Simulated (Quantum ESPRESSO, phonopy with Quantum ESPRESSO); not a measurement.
# GaP (F-43m): phonons against volume

Aim: how the vibrations of GaP shift with volume, and the expansion that follows.

Measurements to reproduce:
- volume expansion coefficient 15.9 1e-6/K, heat capacity C_P per formula unit 44.2 J/mol/K and bulk modulus 88.7 GPa near room temperature (given in “High-Throughput Prediction of Finite-Temperature Properties using the Quasi-Harmonic Approximation”, 2016, arXiv:1603.06924)

Main program and level: Quantum ESPRESSO 7.5; DFT PBE+D3(BJ), scalar-relativistic, plane waves, GBRV ultrasoft pseudopotentials.

Report form: the programs' logs are mostly left out.

**1. Set-up**

The structure is cubic, space group F-43m (No. 216). The conventional cell has a = 5.451 Å, b = 5.451 Å, c = 5.451 Å, α = 90.00°, β = 90.00°, γ = 90.00°. Nearest to Ga lie 4 P at 2.36 Å. Nearest to P lie 4 Ga at 2.36 Å. Farther neighbours are not listed.

**2. Probe on a coarse mesh**

Before spending time, one coarse run tells the gap and the pressure of the starting cell.

Contents of probe.in:

```
 &control
    calculation='scf',
    prefix='x',
    outdir='./tmp',
    pseudo_dir='./pseudo',
    tprnfor=.true.,
    tstress=.true.,
    verbosity='high',
 /
 &system
    ibrav=0,
    nat=2,
    ntyp=2,
    ecutwfc=45.0,
    ecutrho=270.0,
    occupations='smearing',
    smearing='gaussian',
    degauss=0.01,
    vdw_corr='grimme-d3',
    dftd3_version=4,
    dftd3_threebody=.false.,
 /
 &electrons
    conv_thr=1.0d-07,
    mixing_beta=0.7,
    electron_maxstep=100,
 /
ATOMIC_SPECIES
 Ga     69.7230  Ga.upf
 P      30.9738  P.upf
CELL_PARAMETERS angstrom
     0.000000000    2.725250000    2.725250000
     2.725250000    0.000000000    2.725250000
     2.725250000    2.725250000    0.000000000
ATOMIC_POSITIONS crystal
 Ga     0.000000000   0.000000000   0.000000000
 P      0.250000000   0.250000000   0.250000000
K_POINTS automatic
 6 6 6 0 0 0
```

Command:

```console
OMP_NUM_THREADS=1 mpirun -n 8 pw.x -nk 8 -in probe.in > probe.out
```

Wall time 2 s (8 MPI ranks of Arm Neoverse V2, shared host).

Numbers from this step:

```
volume per atom   : 20.24 Å³
pressure          : -1.045 GPa
gap on the k-mesh : 1.655 eV
```

The start is under -1.0 GPa at this level and looks like an insulator or semiconductor on this mesh.

**3. Relaxation**

The vibrations must be taken about the equilibrium of this functional, not about the starting cell, so the structure is relaxed.

Contents of relax.in:

```
 &control
    calculation='vc-relax',
    prefix='x',
    outdir='./tmp',
    pseudo_dir='./pseudo',
    tprnfor=.true.,
    tstress=.true.,
    forc_conv_thr=2.0d-05,
    etot_conv_thr=1.0d-07,
    nstep=40,
 /
 &system
    ibrav=0,
    nat=2,
    ntyp=2,
    ecutwfc=45.0,
    ecutrho=270.0,
    occupations='fixed',
    nbnd=14,
    vdw_corr='grimme-d3',
    dftd3_version=4,
    dftd3_threebody=.false.,
 /
 &electrons
    conv_thr=1.0d-11,
    mixing_beta=0.7,
    electron_maxstep=100,
 /
 &ions
 /
 &cell
    press_conv_thr=0.1,
 /
ATOMIC_SPECIES
 Ga     69.7230  Ga.upf
 P      30.9738  P.upf
CELL_PARAMETERS angstrom
     0.000000000    2.725250000    2.725250000
     2.725250000    0.000000000    2.725250000
     2.725250000    2.725250000    0.000000000
ATOMIC_POSITIONS crystal
 Ga     0.000000000   0.000000000   0.000000000
 P      0.250000000   0.250000000   0.250000000
K_POINTS automatic
 8 8 8 0 0 0
```

Command:

```console
OMP_NUM_THREADS=1 mpirun -n 8 pw.x -nk 8 -in relax.in > relax.out
```

It took 9.7 s on 8 MPI ranks.

Step by step:

| step | energy less that of the first step (eV) | largest force (eV/Å) | volume (Å³) |
| --- | --- | --- | --- |
| 1 | 0.0000 | 0.0000 | 40.48 |
| 2 | -0.0004 | 0.0000 | 40.34 |
| 3 | -0.0006 | 0.0000 | 40.16 |
| 4 | -0.0006 | 0.0000 | 40.17 |
| 5 | 0.0004 | 0.0000 | 40.17 |

| conventional cell, symmetrised | before | after | change |
| --- | --- | --- | --- |
| a (Å) | 5.451 | 5.436 | -0.3 % |
| b (Å) | 5.451 | 5.436 | -0.3 % |
| c (Å) | 5.451 | 5.436 | -0.3 % |
| volume (Å³/atom) | 20.24 | 20.08 | -0.8 % |

The relaxed structure:

```xyz
2
Lattice="0.0000 2.7182 2.7182 2.7182 0.0000 2.7182 2.7182 2.7182 0.0000" Properties=species:S:1:pos:R:3 pbc="T T T"
Ga    0.0000    0.0000    0.0000
P     1.3591    1.3591    1.3591
```

Numbers from this step:

- volume per atom: 20.08 Å³
- pressure: -0.01400 GPa
- gap on the k-mesh: 1.634 eV

After the last step pw.x solved the final cell once more on a basis chosen for it, which moves the energy without moving the atoms.

**4. Ground state at this cell**

A tight ground state at this cell gives the energy of this member; its pressure is the stress at this cutoff, which can carry an offset from the finite basis.

Contents of scf.in:

```
 &control
    calculation='scf',
    prefix='x',
    outdir='./tmp',
    pseudo_dir='./pseudo',
    tprnfor=.true.,
    tstress=.true.,
 /
 &system
    ibrav=0,
    nat=2,
    ntyp=2,
    ecutwfc=45.0,
    ecutrho=270.0,
    occupations='fixed',
    nbnd=14,
    vdw_corr='grimme-d3',
    dftd3_version=4,
    dftd3_threebody=.false.,
 /
 &electrons
    conv_thr=1.0d-12,
    mixing_beta=0.7,
    electron_maxstep=100,
 /
ATOMIC_SPECIES
 Ga     69.7230  Ga.upf
 P      30.9738  P.upf
CELL_PARAMETERS angstrom
     0.000000000    2.718230857    2.718230857
     2.718230857    0.000000000    2.718230857
     2.718230857    2.718230857    0.000000000
ATOMIC_POSITIONS crystal
 Ga     0.000000000   0.000000000   0.000000000
 P      0.250000000   0.250000000   0.250000000
K_POINTS automatic
 8 8 8 0 0 0
```

Command:

```console
OMP_NUM_THREADS=1 mpirun -n 8 pw.x -nk 8 -in scf.in > scf.out
```

Run time: 3.3 s. Hardware: 8 MPI ranks.

On a basis chosen for the relaxed cell the pressure is -0.014 GPa, small enough for phonons.

**5. Ph1.000 field d3hess**

Contents of d3hess.in:

```
 &input
    prefix='x',
    outdir='./tmp',
    step=0.001,
 /
```

Command:

```console
d3hess.x -in d3hess.in > d3hess.out
```

Wall time 1.6 s (1 thread).

**6. Born charges and dielectric tensor**

In a polar crystal the Born charges and ε∞ give the long-range dipole term that a finite supercell misses. They are those of this k-mesh and were not tested on a denser one; where the gap is small they converge slowly, and the LO modes with them.

Contents of ph.in:

```
phonons
 &inputph
    prefix='x',
    outdir='./tmp',
    fildyn='x.dyn',
    tr2_ph=1.0d-18,
    epsil=.true.,
 /
0.000000000 0.000000000 0.000000000
```

scf.in is that of step 4.

Command:

```console
OMP_NUM_THREADS=1 mpirun -n 8 ph.x -nk 8 -in ph.in > ph.out
```

The job ended after 50 s (8 MPI ranks; 6.7 min of CPU time).

Numbers from this step:

| Item | Value |
| --- | --- |
| Γ frequencies | 4.4, 4.4, 4.4, 360.7, 360.7, 360.7 cm⁻¹ (negative: imaginary) |
| Γ symmetry | T_2 G_15 P_4 I+R, T_2 G_15 P_4 I+R, T_2 G_15 P_4 I+R, T_2 G_15 P_4 I+R, T_2 G_15 P_4 I+R, T_2 G_15 P_4 I+R |

ε∞:

```
11.09  0.00  0.00
 0.00 11.09  0.00
 0.00  0.00 11.09
```

Born charge (rows field, columns displacement), before the sum rule (e), principal values of the symmetric part by kind of site:

| atom | atoms with these values | low | middle | high | mean |
| --- | --- | --- | --- | --- | --- |
| Ga1 | 1 | 2.14 | 2.14 | 2.14 | 2.14 |
| P2 | 1 | -2.24 | -2.24 | -2.24 | -2.24 |

In full for Ga1:

```
2.14 0.00 0.00
0.00 2.14 0.00
0.00 0.00 2.14
```

The Born charges sum to zero within 0.100 e; the rest is removed before use. Acoustic frequencies in this log differ from zero by the error of the sum rule, which ph.x does not impose.

**7. A displaced supercell**

One atom (for the harmonic constants) or a pair of atoms (for the cubic ones) is moved by a few hundredths of an ångström; the forces on all atoms give a column of force constants. The threshold is tight because the forces are small.

System of this step: GaP. The structure is monoclinic, space group Cm (No. 8). The conventional cell has a = 13.317 Å, b = 7.688 Å, c = 7.688 Å, α = 90.00°, β = 125.26°, γ = 90.00°. Ga has 4 P at 2.35 to 2.37 Å nearest. Ga has 4 P at 2.34 to 2.35 Å nearest. Nearest to Ga lie 4 P at 2.35 Å. Ga has 4 P at 2.35 Å nearest. Nearest to Ga lie 4 P at 2.35 Å. Farther neighbours are not listed.

Contents of disp-00002.in:

```
 &control
    calculation='scf',
    prefix='x',
    outdir='./tmp',
    pseudo_dir='./pseudo',
    tprnfor=.true.,
    disk_io='none',
 /
 &system
    ibrav=0,
    nat=16,
    ntyp=2,
    ecutwfc=45.0,
    ecutrho=270.0,
    occupations='fixed',
    nbnd=98,
    vdw_corr='grimme-d3',
    dftd3_version=4,
    dftd3_threebody=.false.,
 /
 &electrons
    conv_thr=1.0d-11,
    mixing_beta=0.7,
    electron_maxstep=100,
 /
ATOMIC_SPECIES
 Ga     69.7230  Ga.upf
 P      30.9738  P.upf
CELL_PARAMETERS angstrom
     0.000000000    5.436461714    5.436461714
     5.436461714    0.000000000    5.436461714
     5.436461714    5.436461714    0.000000000
ATOMIC_POSITIONS crystal
 Ga     0.000000000   0.000000000   0.000000000
 Ga     0.500000000   0.000000000   0.000000000
 Ga     0.000000000   0.500000000   0.000000000
 Ga     0.500000000   0.500000000   0.000000000
 Ga     0.000000000   0.000000000   0.500000000
 Ga     0.500000000   0.000000000   0.500000000
 Ga     0.000000000   0.500000000   0.500000000
 Ga     0.500000000   0.500000000   0.500000000
 P      0.127601349   0.125000000   0.125000000
 P      0.625000000   0.125000000   0.125000000
 P      0.125000000   0.625000000   0.125000000
 P      0.625000000   0.625000000   0.125000000
 P      0.125000000   0.125000000   0.625000000
 P      0.625000000   0.125000000   0.625000000
 P      0.125000000   0.625000000   0.625000000
 P      0.625000000   0.625000000   0.625000000
K_POINTS automatic
 3 3 3 0 0 0
```

Command:

```console
OMP_NUM_THREADS=1 mpirun -n 4 pw.x -nk 4 -in disp-00002.in > disp-00002.out
```

It took 2.6 min on 4 MPI ranks; 10 min of CPU time.

Numbers from this step:

```yaml
gap_on_the_k_mesh: 1.631 eV
```

Force by atom:

| atom | x (eV/Å) | y (eV/Å) | z (eV/Å) | size |
| --- | --- | --- | --- | --- |
| Ga1 | 0.054 | 0.064 | 0.064 | 0.105 |
| Ga2 | -0.059 | 0.068 | 0.068 | 0.112 |
| Ga3 | 0.000 | 0.010 | 0.009 | 0.013 |
| Ga4 | 0.000 | -0.002 | -0.002 | 0.003 |
| Ga5 | 0.000 | 0.009 | 0.010 | 0.013 |
| Ga6 | 0.000 | -0.002 | -0.002 | 0.003 |
| Ga7 | -0.002 | 0.000 | 0.000 | 0.002 |
| Ga8 | 0.002 | 0.000 | 0.000 | 0.002 |
| P9 | 0.006 | -0.175 | -0.175 | 0.248 |
| P10 | 0.000 | 0.019 | 0.019 | 0.027 |
| P11 | 0.010 | -0.003 | 0.009 | 0.014 |
| P12 | -0.010 | 0.009 | -0.003 | 0.014 |
| P13 | 0.010 | 0.009 | -0.003 | 0.014 |
| P14 | -0.010 | -0.003 | 0.009 | 0.014 |
| P15 | 0.000 | -0.002 | -0.002 | 0.002 |
| P16 | 0.000 | 0.001 | 0.001 | 0.001 |

At this level the gap is 1.63 eV on the k-mesh of the self-consistent run, which can miss the band edges.

**8. A displaced supercell**

disp-00001.in, as its differences from disp-00002.in of step 7:

```diff
@@ -33,3 +33,3 @@
 ATOMIC_POSITIONS crystal
- Ga     0.000000000   0.000000000   0.000000000
+ Ga     0.002601349   0.000000000   0.000000000
  Ga     0.500000000   0.000000000   0.000000000
@@ -41,3 +41,3 @@
  Ga     0.500000000   0.500000000   0.500000000
- P      0.127601349   0.125000000   0.125000000
+ P      0.125000000   0.125000000   0.125000000
  P      0.625000000   0.125000000   0.125000000
```

Command:

```console
OMP_NUM_THREADS=1 mpirun -n 4 pw.x -nk 4 -in disp-00001.in > disp-00001.out
```

It took 2.6 min on 4 MPI ranks; 11 min of CPU time.

**9. Phonons, V/V0 1**

This step: DFT PBE+D3(BJ), scalar-relativistic, plane waves, GBRV ultrasoft pseudopotentials (phonopy with Quantum ESPRESSO 4.10.0 / 7.5).

It took 2.6 min on 8 threads.

Numbers from this step:

```
point group                              : -43m
highest frequency                        : 393.9 cm⁻¹
Debye temperature from the second moment : 515 K
lowest frequency on the path             : 0 cm⁻¹
zero-point energy                        : 0.09229 eV/cell
Γ frequencies                            : 0, 0, 0, 361.1, 361.1, 361.1 cm⁻¹ (negative: imaginary)
```

Phonopy, LO-TO term from ph.x's tensors. The phonon branches at the labelled points (cm⁻¹):

| point | branch 1 | branch 2 | branch 3 | branch 4 | branch 5 | branch 6 |
| --- | --- | --- | --- | --- | --- | --- |
| Γ | 0 | 0 | 0 | 361 | 361 | 394 |
| halfway | 71 | 71 | 167 | 360 | 360 | 385 |
| X | 98 | 98 | 251 | 360 | 360 | 365 |
| halfway | 97 | 117 | 245 | 355 | 360 | 370 |
| U | 94 | 149 | 228 | 348 | 360 | 374 |
| jump to K | 94 | 149 | 228 | 348 | 360 | 374 |
| halfway | 61 | 104 | 166 | 360 | 362 | 379 |
| Γ | 0 | 0 | 0 | 361 | 361 | 394 |
| halfway | 54 | 54 | 156 | 360 | 360 | 385 |
| L | 76 | 76 | 232 | 360 | 360 | 369 |
| halfway | 90 | 135 | 221 | 352 | 360 | 374 |
| W | 118 | 149 | 221 | 344 | 364 | 374 |
| halfway | 108 | 122 | 239 | 351 | 362 | 371 |
| X | 98 | 98 | 251 | 360 | 360 | 365 |

Harmonic. Thermo, by row:

| T (K) | F_vib (meV/atom) | S (J/mol-atom/K) | C_V (J/mol-atom/K) |
| --- | --- | --- | --- |
| 0 | 46.14 | 0 | 0 |
| 50 | 45.73 | 2.65 | 5.117 |
| 100 | 42.97 | 8.063 | 11.02 |
| 150 | 37.38 | 13.47 | 15.68 |
| 200 | 29.09 | 18.43 | 18.69 |
| 250 | 18.38 | 22.81 | 20.55 |
| 300 | 5.54 | 26.67 | 21.72 |
| 350 | -9.19 | 30.08 | 22.5 |
| 400 | -25.58 | 33.12 | 23.03 |
| 450 | -43.46 | 35.86 | 23.4 |
| 500 | -62.7 | 38.34 | 23.68 |
| 550 | -83.16 | 40.6 | 23.89 |
| 600 | -104.8 | 42.69 | 24.05 |
| 650 | -127.4 | 44.62 | 24.18 |
| 700 | -151 | 46.42 | 24.28 |
| 750 | -175.5 | 48.1 | 24.36 |
| 800 | -200.8 | 49.67 | 24.43 |
| 850 | -226.9 | 51.15 | 24.49 |
| 900 | -253.8 | 52.55 | 24.54 |
| 950 | -281.4 | 53.88 | 24.58 |
| 1000 | -309.6 | 55.14 | 24.61 |

The modes has structure finer than the step of the table below, so its rows give means over 20 cm⁻¹, whole bins alone (the curve runs from -10 to 415 cm⁻¹). Peaks (cm⁻¹: height): Ga 94.3: 0.0269, 220.0: 0.0311, 359.1: 0.0454, 375.2: 0.0134; P 359.1: 0.143, 372.5: 0.0734.

Phonopy on the run's constants, 19x19x19 mesh, Gaussian sigma 3.0 cm⁻¹. The modes by wavenumber; means over each step; values in 1/cm⁻¹/cell:

| wavenumber (cm⁻¹) | Ga | P |
| --- | --- | --- |
| 0 | 3.5e-5 | 1.6e-5 |
| 20 | 6.4e-4 | 2.8e-4 |
| 40 | 0.00259 | 0.00108 |
| 60 | 0.00780 | 0.00301 |
| 80 | 0.0215 | 0.00736 |
| 100 | 0.0212 | 0.00628 |
| 120 | 0.0110 | 0.00316 |
| 140 | 0.0112 | 0.00307 |
| 160 | 0.00560 | 0.00150 |
| 180 | 0.00377 | 8.6e-4 |
| 200 | 0.00830 | 0.00119 |
| 220 | 0.0222 | 0.00122 |
| 240 | 0.00482 | 1.6e-4 |
| 260 | 1.5e-4 | 5.3e-7 |
| 280 | 0 | 0 |
| 300 | 0 | 0 |
| 320 | 0 | 0 |
| 340 | 4.4e-4 | 0.00866 |
| 360 | 0.0212 | 0.0763 |
| 380 | 0.00701 | 0.0346 |
| 400 | 4.9e-4 | 0.00130 |

No LO-TO term. The modes at Γ (shares of kinetic energy by element, %):

| mode | frequency (cm⁻¹) | symmetry | Ga % | P % |
| --- | --- | --- | --- | --- |
| 1 | 0.0 | T2 | 69 | 31 |
| 2 | 0.0 | T2 | 69 | 31 |
| 3 | 0.0 | T2 | 69 | 31 |
| 4 | 361.1 | T2 | 31 | 69 |
| 5 | 361.1 | T2 | 31 | 69 |
| 6 | 361.1 | T2 | 31 | 69 |

Displacements in mode 6 (361.1 cm⁻¹), the largest set to 1:
```
Ga1  0.00 -0.44  0.06
P2   0.00  1.00 -0.13
```

No mode is imaginary beyond numerical noise along the path.

The time given is that of the 2 pw.x runs on displaced cells behind this step.

**10. Ground state at this cell, V/V0 1.015**

This step: DFT PBE+D3(BJ), scalar-relativistic, plane waves, GBRV ultrasoft pseudopotentials (Quantum ESPRESSO 7.5).

System of this step: GaP. The structure is cubic, space group F-43m (No. 216). Conventional cell: a = 5.464 Å, b = 5.464 Å, c = 5.464 Å, α = 90.00°, β = 90.00°, γ = 90.00°. Ga has 4 P at 2.37 Å nearest. Nearest to P lie 4 Ga at 2.37 Å. Farther neighbours are not listed.

Changes to scf.in since step 6:

```diff
@@ -29,5 +29,5 @@
 CELL_PARAMETERS angstrom
-     0.000000000    2.718230857    2.718230857
-     2.718230857    0.000000000    2.718230857
-     2.718230857    2.718230857    0.000000000
+     0.000000000    2.731754616    2.731754616
+     2.731754616    0.000000000    2.731754616
+     2.731754616    2.731754616    0.000000000
 ATOMIC_POSITIONS crystal
```

Command:

```console
OMP_NUM_THREADS=1 mpirun -n 8 pw.x -nk 8 -in scf.in > scf.out
```

Run time: 3.3 s. Hardware: 8 MPI ranks.

At this level the gap is 1.65 eV on the k-mesh of the self-consistent run, which can miss the band edges.

**11. Ph1.015 field d3hess**

d3hess.in is that of step 5.

Command:

```console
d3hess.x -in d3hess.in > d3hess.out
```

Run time: 1.6 s. Hardware: 1 thread.

**12. Born charges and dielectric tensor**

ph.in is that of step 6.

scf.in is that of step 10.

Command:

```console
OMP_NUM_THREADS=1 mpirun -n 8 ph.x -nk 8 -in ph.in > ph.out
```

Elapsed: 50 s, on 8 MPI ranks; 6.7 min of CPU time.

The Born charges sum to zero within 0.10 e; the rest is removed before use. Acoustic frequencies in this log differ from zero by the error of the sum rule, which ph.x does not impose.

**13. A displaced supercell**

System of this step: GaP. The structure is monoclinic, space group Cm (No. 8). The conventional cell has a = 13.383 Å, b = 7.727 Å, c = 7.727 Å, α = 90.00°, β = 125.26°, γ = 90.00°. Ga has 4 P at 2.35 to 2.38 Å nearest. Nearest to Ga lie 4 P at 2.37 Å. Nearest to Ga lie 4 P at 2.37 Å. Farther neighbours are not listed.

Changes to disp-00001.in since step 8:

```diff
@@ -29,7 +29,7 @@
 CELL_PARAMETERS angstrom
-     0.000000000    5.436461714    5.436461714
-     5.436461714    0.000000000    5.436461714
-     5.436461714    5.436461714    0.000000000
+     0.000000000    5.463509232    5.463509232
+     5.463509232    0.000000000    5.463509232
+     5.463509232    5.463509232    0.000000000
 ATOMIC_POSITIONS crystal
- Ga     0.002601349   0.000000000   0.000000000
+ Ga     0.002588471   0.000000000   0.000000000
  Ga     0.500000000   0.000000000   0.000000000
```

Command:

```console
OMP_NUM_THREADS=1 mpirun -n 4 pw.x -nk 4 -in disp-00001.in > disp-00001.out
```

Run time: 2.6 min. Hardware: 4 MPI ranks; 11 min of CPU time.

**14. Lattice dynamics at this volume, V/V0 1.015**

This step: DFT PBE+D3(BJ), scalar-relativistic, plane waves, GBRV ultrasoft pseudopotentials (phonopy with Quantum ESPRESSO 4.10.0 / 7.5).

Run time: 2.7 min. Hardware: 8 threads.

No mode is imaginary beyond numerical noise along the path. The highest zone-centre mode (no LO–TO term) moved by -1.8 % for a volume change of +1.5 %.

The time given is that of the 2 pw.x runs on displaced cells behind this step.

**15. Ground state at this cell, V/V0 0.985**

This step: DFT PBE+D3(BJ), scalar-relativistic, plane waves, GBRV ultrasoft pseudopotentials (Quantum ESPRESSO 7.5).

System of this step: GaP. The structure is cubic, space group F-43m (No. 216). Conventional cell: a = 5.409 Å, b = 5.409 Å, c = 5.409 Å, α = 90.00°, β = 90.00°, γ = 90.00°. Ga has 4 P at 2.34 Å nearest. Nearest to P lie 4 Ga at 2.34 Å. Farther neighbours are not listed.

Changes to scf.in since step 12:

```diff
@@ -29,5 +29,5 @@
 CELL_PARAMETERS angstrom
-     0.000000000    2.731754616    2.731754616
-     2.731754616    0.000000000    2.731754616
-     2.731754616    2.731754616    0.000000000
+     0.000000000    2.704571175    2.704571175
+     2.704571175    0.000000000    2.704571175
+     2.704571175    2.704571175    0.000000000
 ATOMIC_POSITIONS crystal
```

Command:

```console
OMP_NUM_THREADS=1 mpirun -n 8 pw.x -nk 8 -in scf.in > scf.out
```

It took 3.2 s on 8 MPI ranks; 25 s of CPU time.

The run ends at a pressure of 1.32 GPa.

**16. Ph0.985 field d3hess**

d3hess.in is that of step 11.

Command:

```console
d3hess.x -in d3hess.in > d3hess.out
```

The job ended after 1.7 s (1 thread).

**17. Born charges and dielectric tensor**

ph.in is that of step 12.

scf.in is that of step 15.

Command:

```console
OMP_NUM_THREADS=1 mpirun -n 8 ph.x -nk 8 -in ph.in > ph.out
```

It took 47 s on 8 MPI ranks.

The Born charges sum to zero within 0.098 e; the rest is removed before use. Acoustic frequencies in this log differ from zero by the error of the sum rule, which ph.x does not impose.

**18. A displaced supercell**

System of this step: GaP. Symmetry: Cm, No. 8, monoclinic system. The conventional cell has a = 13.250 Å, b = 7.650 Å, c = 7.650 Å, α = 90.00°, β = 125.26°, γ = 90.00°. Ga has 4 P at 2.33 to 2.36 Å nearest. Nearest to Ga lie 4 P at 2.34 Å. Ga has 4 P at 2.34 Å nearest. Nearest to Ga lie 4 P at 2.34 Å. Farther neighbours are not listed.

Changes to disp-00001.in since step 13:

```diff
@@ -29,7 +29,7 @@
 CELL_PARAMETERS angstrom
-     0.000000000    5.463509232    5.463509232
-     5.463509232    0.000000000    5.463509232
-     5.463509232    5.463509232    0.000000000
+     0.000000000    5.409142350    5.409142350
+     5.409142350    0.000000000    5.409142350
+     5.409142350    5.409142350    0.000000000
 ATOMIC_POSITIONS crystal
- Ga     0.002588471   0.000000000   0.000000000
+ Ga     0.002614488   0.000000000   0.000000000
  Ga     0.500000000   0.000000000   0.000000000
```

Command:

```console
OMP_NUM_THREADS=1 mpirun -n 4 pw.x -nk 4 -in disp-00001.in > disp-00001.out
```

Wall time 2.6 min (4 MPI ranks).

[end of part 1 of 3]

[Logs are printed without paths, hosts, clocks, repeated set-up lines and the standing remarks that a program may print on its own settings, such as how far it seeks lower states.]

[Hosts, paths, dates, database ids (printed as entryN), source tags and the programs' standing remarks are cut or masked in the printed files.]

[A step with changed settings may run another functional than the one named; its input shows which.]

[Of the runs on displaced cells, only some may be shown.]
